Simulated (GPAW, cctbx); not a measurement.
# Bonding in CaMgI4 as X-rays see it

Question: by how much does bonding change the X-ray structure factors of CaMgI4, how firmly does DFT give the change, and what does a routine refinement make of it?

The cell comes from substitution in a known structure type and wasn't matched to any measured phase. All numbers below are calculated.

## 1. Find the equilibrium geometry

The density hangs on the geometry, so cell and atoms are relaxed first, with the symmetry held. The cutoff is set higher than for the density because stress converges slowly with plane waves.

Settings: GPAW 26.7.0, PBE, 570 eV, 3×2×2 k-points (along the axes of the calculation cell), Fermi–Dirac width 0.05 eV, BFGS to 0.03 eV/Å.

```text
cell
1.0
     0.000000000    0.000000000    4.780000000
     5.174500000   -5.298500000    0.000000000
     5.174500000    5.298500000    0.000000000
I Ca Mg
4 1 1
Direct
0.500000000 0.204400000 0.795600000
0.000000000 0.694900000 0.694900000
0.000000000 0.305100000 0.305100000
0.500000000 0.795600000 0.204400000
0.500000000 0.500000000 0.500000000
0.000000000 0.000000000 0.000000000
```

```console
$ OMP_NUM_THREADS=1 mpirun -n 4 gpaw python run.py > gpaw.log
```

```text
BFGS:    0      -16.897376        0.873050
BFGS:    1      -16.936151        0.823799
BFGS:    2      -17.244460        0.405331
BFGS:    3      -17.269672        0.287683
...
BFGS:   17      -17.310558        0.056972
BFGS:   18      -17.311097        0.045544
BFGS:   19      -17.311828        0.017767
cell  4.5104 7.2701 7.2701  89.86 90.00 90.00
volume 238.395 A^3, largest force 0.007 eV/A, largest stress 0.07 GPa
```

After 19 steps the volume has changed by -9.0 % and the energy by -0.414 eV; the largest stress left is 0.07 GPa. It took 2.4 min on 4 cores of Arm Neoverse V1 (shared host), peak memory 1.2 GiB.

Relaxed structure: Cmmm (no. 65), a = 10.2686 Å, b = 10.2944 Å, c = 4.5104 Å, α = 90.00°, β = 90.00°, γ = 90.00°.

| atom | mult. | x | y | z |
| --- | --- | --- | --- | --- |
| I1 | 4 | 0.1873 | 0 | 1/2 |
| I2 | 4 | 1/2 | 0.2078 | 0 |
| Ca1 | 2 | 1/2 | 0 | 1/2 |
| Mg1 | 2 | 0 | 0 | 0 |

## 2. Density and charge transfer

X-rays see the whole electron density, so the PAW density is rebuilt with its core regions. Subtracting spherical free atoms from the same code cancels the cores and leaves the deformation density Δρ, the part due to bonding.

Settings: PBE, 450 eV, 4×3×3 k-points (along the axes of the calculation cell), Fermi–Dirac width 0.05 eV; primitive cell of 6 atoms.

```console
$ OMP_NUM_THREADS=1 mpirun -n 4 gpaw python run.py > gpaw.log
```

```text
|iter:   1|       0s |  -17.427308 | -0.15 |       |
|iter:   2|       1s |  -17.503014 | -1.41 | -1.33 |
|iter:   3|       2s |  -17.419305 | -1.29 | -1.36 |
...
|iter:   9|       7s |  -17.317072c| -6.31 | -3.92 |
|iter:  10|       8s |  -17.317072c| -7.12 | -4.74c|
|iter:  11|       8s |  -17.317072c| -7.60c| -5.20c|
```

```text
grid (48, 72, 72)  electrons 244.000  moved by bonding 1.042 e
deformation density beyond 0.5 A of the nuclei: max 0.082, min -0.052 e/A^3
atom        x       y       z   Voronoi charge  moment
I 1    0.5000  0.1873  0.1873     -0.138       0.00
I 2    0.0000  0.2922  0.7078     -0.135       0.00
I 3    0.0000  0.7078  0.2922     -0.135       0.00
I 4    0.5000  0.8127  0.8127     -0.138       0.00
Ca5    0.5000  0.5000  0.5000      0.195       0.00
Mg6    0.0000  0.0000  0.0000      0.353       0.00
mean inner potential of superposed free atoms 11.610 V
total magnetic moment 0.000 muB
```

Deformation density in a plane through the shortest contact of the I atom at the origin, in 0.01 e/Å³ (clipped at ±99); x from -1.6 to 4.6 Å, y from 2.4 down to -2.4 Å:

```text
 -1  -5  -1   1  -4  -3   1   3   0  -2  -1  -2  -1  -1   0  -1
 -1  -3  -4  -2  -2  -2   0   0   0   0   3   4   2   0   0   0
 -1  -1   1   3   2   1   0   0   0   2   5   5   2   0  -1   0
  0   1   3   6   5   2   0   0   0   0   1   1  -1  -2  -1   0
  0   0   2   2   0  -1   0   1   0  -2  -3  -3  -4  -4  -1   1
 -1  -1  -2  -1   .  -2   1   3   1  -3  -1   .   0  -4   0   4
  0  -1  -1   .   .   1   2   6   2  -3   1   .   .  -3   1   5
  0   2   1  -1   .  -2   2   5   1  -3  -1   .   0  -4   0   3
  0   3   4   2  -1  -2   1   2   0  -3  -5  -3  -3  -3  -1   1
 -1   2   3   2   0  -1   0   0  -1  -2  -1   0   1   0   0   0
  1   0   1   0   0  -1   0   0  -1   0   2   4   5   3   0   0
  7   0  -2  -1  -1  -1  -1   0   0   0   2   4   3   1   0   0
 -1  -1  -3  -2  -1  -1  -1  -1  -1  -1  -1  -1  -1  -2  -1   2
```

Atoms in or within 0.15 Å of the plane: I (0.0, 0.0), Mg (3.0, 0.0) Å. Dots mark points within about 0.45 Å of a nucleus; large values next to them are atomic features.

I gains most (-0.14 e) and Mg loses most (+0.35 e), in averages over each element's sites; I is the most electronegative element, but the order of the others doesn't follow electronegativity. Such charges fall far short of formal ones, since overlapping free atoms already put density on their neighbours. Along the shortest contact from the I atom at the map's origin, I–Mg at 2.96 Å, Δρ is +0.04 e/Å³ at the midpoint and highest, +0.06, 1.24 Å from I (points within 0.5 Å of a nucleus left out): little piles up between the atoms. At the midpoints of other shortest contacts it is +0.04 (I–Ca, 3.11 Å) e/Å³. Point values carry grid noise of about 0.01 e/Å³. The run needed 11 iterations, 14 s.

## 3. Structure factors

The Fourier components of Δρ, added to those of the free atoms, give the static X-ray structure factors; the Mott–Bethe relation turns them into the Fourier components V of the potential that fast electrons feel.

```text
static structure factors of the conventional cell: F in electrons, V (Mott-Bethe) in volts
   h  k  l      d  |F| table  |F| free   |F| DFT   change   |V| free  |V| DFT  change %
   1  1  0  7.2701    10.164    10.105     9.847   -0.258     0.184    0.053    -71.4
   0  2  0  5.1472    83.076    83.277    82.903   -0.373     2.520    2.615      3.8
   2  0  0  5.1343   113.986   114.196   114.058   -0.138     3.101    3.136      1.1
   0  0  1  4.5104    13.430    13.462    13.926    0.465     0.496    0.406    -18.3
   1  1  1  3.8327    69.282    69.212    69.698    0.486     0.529    0.460    -13.0
   2  2  0  3.6351   240.450   240.487   240.984    0.496     3.545    3.482     -1.8
   0  2  1  3.3923   354.343   354.528   355.556    1.029     6.228    6.115     -1.8
   2  0  1  3.3886   300.455   300.623   300.863    0.241     4.961    4.935     -0.5
   1  3  0  3.2546   187.352   187.465   187.653    0.188     2.994    2.975     -0.6
   3  1  0  3.2480   228.135   228.256   229.073    0.817     4.005    3.922     -2.1
   2  2  1  2.8303    39.293    39.316    39.587    0.271     0.766    0.745     -2.7
   1  3  1  2.6392   103.921   103.954   104.038    0.084     2.023    2.018     -0.3
   3  1  1  2.6357   160.974   161.046   161.045   -0.001     2.904    2.904      0.0
   0  4  0  2.5736   300.664   300.828   300.540   -0.288     4.999    5.018      0.4
```

The largest X-ray change is +1.03 e on 021, 0.3 % of |F|. For electrons V goes as (Z − F)/g², so a change of F counts against Z − F, which is small at low angle and wherever the atoms' terms cancel: |V| of 110 moves by -71.4 % (0.18 to 0.05 V) against -2.6 % in |F|. These compare absolute values; so weak a component may also change sign. The tabulated Hartree–Fock atoms differ from the free DFT atoms by up to 0.21 e, so the choice of reference atom matters too.

## 4. Which functional?

The same geometry is run with other functionals, to see whether the bonding signal is larger than the spread between approximations. Free atoms are LDA for LDA and PBE otherwise. Any other changed setting is in the row's label.

```csv
run,ΔF 021 (e),ΔF 310 (e),ΔF 220 (e),q(I) (e),moved (e),time
PBE,+1.029,+0.817,+0.496,-0.137,1.042,14 s
LDA,+0.909,+0.743,+0.419,-0.131,0.953,12 s
revPBE,+1.112,+0.871,+0.568,-0.146,1.139,14 s
```

At the base's settings ΔF(021) spans +0.909 to +1.112 e, a spread of 20 % of the PBE value; over the three listed reflections the spread is at most 30 %, so the sign holds and the size hangs on the functional. Times are from shared hosts.

## 5. What a spherical-atom refinement makes of it

Routine crystallography fits spherical atoms. To see the bias, intensities are simulated from tabulated atoms plus the DFT change ΔF, so that bonding alone can misfit (10900 reflections of the full sphere, merged to the counts below, to 0.45 Å, 1.5 % proportional noise plus counting noise, assumed isotropic U as listed, Δρ smeared by the mean U) and refined with cctbx over different ranges.

```csv
range,data,R1,GooF,U I1 (true 0.0069),U I2 (true 0.0069),U Ca1 (true 0.0097),U Mg1 (true 0.0113),largest shift (Å),"Δρ max, min (e/Å³)"
all data,1563,0.0053,0.94,0.0069,0.0069,0.0097,0.0113,0.0000,"0.32, -0.35"
"low resolution, d > 0.84",270,0.0038,0.93,0.0068,0.0068,0.0097,0.0109,0.0001,"0.16, -0.16"
"high order, d < 0.75",1195,0.0063,0.94,0.0069,0.0069,0.0097,0.0113,0.0000,"0.25, -0.35"
"occupancies free, d > 0.7",449,0.0040,0.95,0.0069,0.0069,0.0098,0.0111,0.0001,"0.19, -0.22"
```

With all data GooF is 0.94, so at this noise the bonding hardly shows; the top residual peak, near noise level, lies 2.37 Å from I and 2.37 Å from I. No U is off by more than 3 s.u. at low resolution. With I1 held at 1 and the scale free, the other occupancies refine to I2 1.000(0.001), Ca1 1.003(0.002) and Mg1 0.999(0.004), within three s.u. of full.

## 6. Answer

Bonding moves 1.04 e in the primitive cell of CaMgI4 and changes the structure factors of the conventional cell in the table above by at most 1.03 e (021, 0.3 %), and among reflections above 2 % of the strongest by up to 3.5 % (001). The shortest bond, I–Mg, has Δρ = +0.04 e/Å³ at its midpoint. At the base's settings ΔF(021) spans +0.909 to +1.112 e, a spread of 20 % of the PBE value; over the three listed reflections the spread is at most 30 %, so the sign holds and the size hangs on the functional. With all data GooF is 0.94, so at this noise the bonding hardly shows. Limits: static density, frozen cores, no spin–orbit coupling.

[Outputs are excerpts: Python notices, other lines and further rows are left out; steps that failed or that the build refused (PBEsol, TPSS) are not shown.]

[Logs are printed without paths, hosts, clocks, repeated set-up lines and the standing remarks that a program may print on its own settings, such as how far it seeks lower states.]
